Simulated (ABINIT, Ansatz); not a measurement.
## A GW run on MgTiF6 (R-3) in ABINIT, with inputs changed

A base run on MgTiF6 (R-3), then changed inputs.

Main program and level: ABINIT 10.8.3; PBEsol and many-body steps on it, plane waves.

**1. Set-up**

Symmetry: R-3, No. 148, trigonal system. Conventional cell: a = 5.217 Å, b = 5.217 Å, c = 13.334 Å, α = 90.00°, β = 90.00°, γ = 120.00°. Mg has 6 F at 1.97 Å nearest. Ti has 6 F at 1.87 Å nearest. F has 1 Ti at 1.87 Å and 1 Mg at 1.97 Å nearest. Farther neighbours and most contacts between anions are not listed.

The cell and positions are those that the Materials Project relaxed with its own functionals (PBE, PBE+U or r2SCAN), kept fixed.

**2. Screening, 2×2×2 mesh, 101 bands, screening to 114.3 eV**

This step: ABINIT 10.8.3; RPA screening on PBEsol, plane waves, norm-conserving pseudopotentials.

The RPA dielectric matrix is built and inverted for each q.

Contents of run.abi:

```
acell 3*1.0 Angstrom
rprim 
  2.608280093927 1.505891214373 4.444507563992
  -2.608280093927 1.505891214373 4.444507563992
  0.000000000000 -3.011782428679 4.444507564015
ntypat 3
znucl 12 22 9
natom 8
typat 1 2 3 3 3 3 3 3
xred 
  0.500000000000 0.500000000000 0.500000000000
  0.000000000000 -0.000000000000 -0.000000000000
  0.671617650000 0.842455580000 0.242244330000
  0.842455580000 0.242244330000 0.671617650000
  0.757755670000 0.328382350000 0.157544420000
  0.157544420000 0.757755670000 0.328382350000
  0.328382350000 0.157544420000 0.757755670000
  0.242244330000 0.671617650000 0.842455580000
pp_dirpath "pseudos"
pseudos "Mg.upf, Ti.upf, F.upf"
ecut 38
ngkpt 2 2 2
nshiftk 1
shiftk 0 0 0
kptopt 1
chksymbreak 0
istwfk *1
occopt 1
irdwfk 1
optdriver 3
nband 101
ecuteps 4.2
inclvkb 2
awtr 1
symchi 1
indata_prefix "in"
outdata_prefix "out"
tmpdata_prefix "tmp"
```

Started as:

```bash
$ OMP_NUM_THREADS=1 mpirun -n 4 abinit run.abi > log
```

What it wrote:

```text
.Version 10.8.3 of ABINIT. v10.8.2 released Aug 2026.

 Symmetries : space group R-3 (#148); Bravais hR (rhombohedral)
[... echo of the input left out ...]
== DATASET  1 ==================================================================
-   mpi_nproc: 4, omp_nthreads: 1 (-1 if OMP is not activated)

--- !DatasetInfo
iteration_state: {dtset: 1, }
dimensions: {natom: 8, nkpt: 4, mband: 101, nsppol: 1, nspinor: 1, nspden: 1, mpw: 7942, }
cutoff_energies: {ecut:  38.0, pawecutdg:  -1.0, }
electrons: {nelect:   6.40000000E+01, charge:   0.00000000E+00, occopt:   1.00000000E+00, tsmear:   1.00000000E-02, }

 SCREENING: Calculation of the susceptibility and dielectric matrices

 Based on a program developped by R.W. Godby, V. Olevano, G. Onida, and L. Reining.
 Incorporated in ABINIT by V. Olevano, G.-M. Rignanese, and M. Torrent.
.Using double precision arithmetic ; gwpc =  8

[... cell and pseudopotentials left out ...]
--------------------------------------------------------------------------------

 ==== K-mesh for the wavefunctions ====
 Number of points in the irreducible wedge :     4
[... list of points left out ...]
 Together with  6 symmetry operations and time-reversal symmetry
 yields     8 points in the full Brillouin Zone.

 ==== Q-mesh for the screening function ====
 Number of points in the irreducible wedge :     4
[... list of points left out ...]
 Together with  6 symmetry operations and time-reversal symmetry
 yields     8 points in the full Brillouin Zone.

 setmesh: FFT mesh size selected  =    40x   40x   40
          total number of points  =        64000

 vcoul_init : cutoff-mode = AUXILIARY_FUNCTION
 q-points for optical limit:   1
     1)      0.000010    0.000020    0.000030

- screening: taking advantage of time-reversal symmetry
- Maximum band index for partially occupied states nbvw = 32
- Remaining bands to be divided among processors   nbcw = 69
- Number of bands treated by each node ~17

 Number of electrons calculated from density =   64.0000; Expected =   64.0000
 average of density, n =  0.090544
 r_s =    1.3815
 omega_plasma =   29.0259 [eV]

 calculating chi0 at frequencies [eV] :
  1    0.000000E+00    0.000000E+00
  2    0.000000E+00    2.902592E+01

--------------------------------------------------------------------------------
  q-point number  1        q = ( 0.000000, 0.000000, 0.000000) [r.l.u.]
--------------------------------------------------------------------------------
[... chi0 elements left out ...]
 For q-point:  0.000010 0.000020 0.000030
  dielectric constant =   2.2834
  dielectric constant without local fields =   2.6485

  Average fulfillment of the sum rule on Im[epsilon] for q-point    1 :     33.09  [%]
[... wings left out ...]
  q-point number  2        q = ( 0.500000, 0.000000, 0.000000) [r.l.u.]
--------------------------------------------------------------------------------
[... chi0 elements left out ...]
  Average fulfillment of the sum rule on Im[epsilon] for q-point    2 :     38.86  [%]

 [... 2 further q-points ...]
```

Run time: 68 s. Hardware: 4 MPI ranks of Intel Xeon Platinum 8259CL at 2.50GHz (Skylake/Cascade Lake), shared host; peak memory 1.4 GiB.

Numbers from this step:

* ε∞ with local fields, on this mesh, along the program's q direction: 2.283
* the same without local fields: 2.648
* plasma frequency: 29.03 eV
* plane waves in the screening matrix: 295

Local fields lower ε∞ by 14 %. On a Γ-centred mesh this coarse the value itself is usually too large, while a short band sum pulls it down.

**3. Base**

The self-energy is evaluated for the states that the input lists, and the levels follow from it, in one-shot runs by the linearised quasiparticle equation.

This step: G0W0 on PBEsol, plane waves, norm-conserving pseudopotentials.

run.abi: that of step 2 with these lines changed.

```diff
@@ -29,8 +29,17 @@
 irdwfk 1
-optdriver 3
+optdriver 4
 nband 101
+gwcalctyp 0
+ecutsigx 38
+symsigma 1
+nkptgw 2
+kptgw 
+  0.0000000000 0.0000000000 0.0000000000
+  0.5000000000 0.5000000000 0.0000000000
+bdgw 
+  31 35
+  31 34
 ecuteps 4.2
-inclvkb 2
-awtr 1
-symchi 1
+irdscr 1
+ppmodel 1
 indata_prefix "in"
```

What it wrote:

```text
.Version 10.8.3 of ABINIT. v10.8.2 released Aug 2026.

 Symmetries : space group R-3 (#148); Bravais hR (rhombohedral)
[... echo of the input left out ...]
== DATASET  1 ==================================================================
-   mpi_nproc: 4, omp_nthreads: 1 (-1 if OMP is not activated)

--- !DatasetInfo
iteration_state: {dtset: 1, }
dimensions: {natom: 8, nkpt: 4, mband: 101, nsppol: 1, nspinor: 1, nspden: 1, mpw: 7942, }
cutoff_energies: {ecut:  38.0, pawecutdg:  -1.0, }
electrons: {nelect:   6.40000000E+01, charge:   0.00000000E+00, occopt:   1.00000000E+00, tsmear:   1.00000000E-02, }

 SIGMA: Calculation of the GW corrections

 Based on a program developped by R.W. Godby, V. Olevano, G. Onida, and L. Reining.
 Incorporated in ABINIT by V. Olevano, G.-M. Rignanese, and M. Torrent.
.Using double precision arithmetic ; gwpc =  8

[... cell and pseudopotentials left out ...]
--------------------------------------------------------------------------------

 ==== K-mesh for the wavefunctions ====
 Number of points in the irreducible wedge :     4
[... list of points left out ...]
 Together with  6 symmetry operations and time-reversal symmetry
 yields     8 points in the full Brillouin Zone.

 ==== Q-mesh for screening function ====
 Number of points in the irreducible wedge :     4
[... list of points left out ...]
 Together with  6 symmetry operations and time-reversal symmetry
 yields     8 points in the full Brillouin Zone.

 vcoul_init : cutoff-mode = AUXILIARY_FUNCTION
 q-points for optical limit:   1
     1)      0.000010    0.000020    0.000030
 setmesh: FFT mesh size selected  =    60x   60x   60
          total number of points  =       216000

 Number of electrons calculated from density =   64.0000; Expected =   64.0000
 average of density, n =  0.090544
 r_s =    1.3815
 omega_plasma =   29.0259 [eV]

 === KS Band Gaps ===
  >>>> For spin  1
   Minimum direct gap =   4.8876 [eV], located at k-point      :   0.0000  0.0000  0.0000
   Fundamental gap    =   4.8790 [eV], Top of valence bands at :   0.0000  0.0000  0.0000
                                       Bottom of conduction at :   0.5000  0.5000  0.0000
 SIGMA fundamental parameters:
 PLASMON POLE MODEL  1
 number of plane-waves for SigmaX                 7895
 number of plane-waves for SigmaC and W            295
 number of plane-waves for wavefunctions          7895
 number of bands                                   101
 number of independent spin polarizations            1
 number of spinorial components                      1
 number of k-points in IBZ                           4
 number of q-points in IBZ                           4
 number of symmetry operations                       6
 number of k-points in BZ                            8
 number of q-points in BZ                            8
 number of frequencies for dSigma/dE                 9
 frequency step for dSigma/dE [eV]                0.25
 number of omega for Sigma on real axis              0
 max omega for Sigma on real axis  [eV]           0.00
 zcut for avoiding poles [eV]                     0.10

 EPSILON^-1 parameters (SCR file):
 dimension of the eps^-1 matrix on file            295
 dimension of the eps^-1 matrix used               295
 number of plane-waves for wavefunctions          7895
 number of bands                                   101
 number of q-points in IBZ                           4
 number of frequencies                               2
 number of real frequencies                          1
 number of imag frequencies                          1

 matrix elements of self-energy operator (all in [eV])

 Perturbative Calculation

--- !SelfEnergy_ee
iteration_state: {dtset: 1, }
kpoint     : [   0.000,    0.000,    0.000, ]
spin       : 1
KS_gap     :    4.888
QP_gap     :    9.655
Delta_QP_KS:    4.768
data: !SigmaeeData |
     Band     E0 <VxcDFT>   SigX SigC(E0)      Z dSigC/dE  Sig(E)    E-E0       E
       31  -1.679 -22.824 -30.081   5.558   0.797  -0.255 -24.177  -1.353  -3.032
       32  -1.679 -22.824 -30.081   5.558   0.797  -0.255 -24.177  -1.353  -3.032
       33   3.208 -21.497 -13.050  -4.173   0.799  -0.251 -18.082   3.415   6.623
       34   3.208 -21.497 -13.050  -4.173   0.799  -0.251 -18.082   3.415   6.623
       35   3.209 -21.446 -13.050  -4.173   0.799  -0.251 -18.072   3.375   6.584

--- !SelfEnergy_ee
iteration_state: {dtset: 1, }
kpoint     : [   0.500,    0.500,    0.000, ]
spin       : 1
KS_gap     :    4.926
QP_gap     :    9.683
Delta_QP_KS:    4.757
data: !SigmaeeData |
     Band     E0 <VxcDFT>   SigX SigC(E0)      Z dSigC/dE  Sig(E)    E-E0       E
       31  -2.102 -22.596 -29.777   5.458   0.797  -0.255 -23.969  -1.374  -3.476
       32  -1.726 -22.772 -30.013   5.540   0.796  -0.256 -24.127  -1.355  -3.081
       33   3.200 -21.436 -12.964  -4.212   0.799  -0.252 -18.033   3.402   6.602
       34   3.298 -21.784 -13.541  -4.006   0.800  -0.251 -18.396   3.388   6.686

== END DATASET(S) ==============================================================
================================================================================

 -outvars: echo values of variables after computation  --------
           etotal      0.0000000000E+00
            nband         101
             nkpt           4
          spgroup         148
 [... the other variables as echoed above ...]

 Calculation completed.
```

The job ended after 20 s (4 MPI ranks; peak memory 1.1 GiB).

This step gave:

* G0W0 gap on the points computed: 9.616 eV
* starting gap on the mesh: 4.879 eV
* k of the valence top: 0, 0, 0
* k of the conduction bottom: 0, 0, 0
* Z at the valence top: 0.797
* Z at the conduction bottom: 0.799
* least direct G0W0 gap on the computed points: 9.616 eV

The gap on the mesh goes from 4.88 eV to 9.62 eV, a correction of +4.74 eV.

(Continued in part 2 of 2.)

[Paths, hosts, dates, memory and timing lines, banners, echoed tables and standing remarks are left out of the program output.]

[Logs are printed without paths, hosts, clocks, repeated set-up lines and the standing remarks that a program may print on its own settings, such as how far it seeks lower states.]

[Runs of the session that timed out or met a known fault of the program may be left out.]

[No measured gap is set beside runs whose start may be inverted or whose files or cutoffs have a known fault.]

[Hosts, paths, dates, database ids (printed as entryN), source tags and the programs' standing remarks are cut or masked in the printed files.]

[G0W0 gaps are taken among the corrected bands and points alone; a level outside them can change the order at an edge.]

[Where Ansatz stands beside ABINIT at settings called matched, ABINIT's density can come from a denser mesh and the files from another edition; pairs whose starting gaps differed by over 0.03 eV were left out, so agreement reads better than it is.]
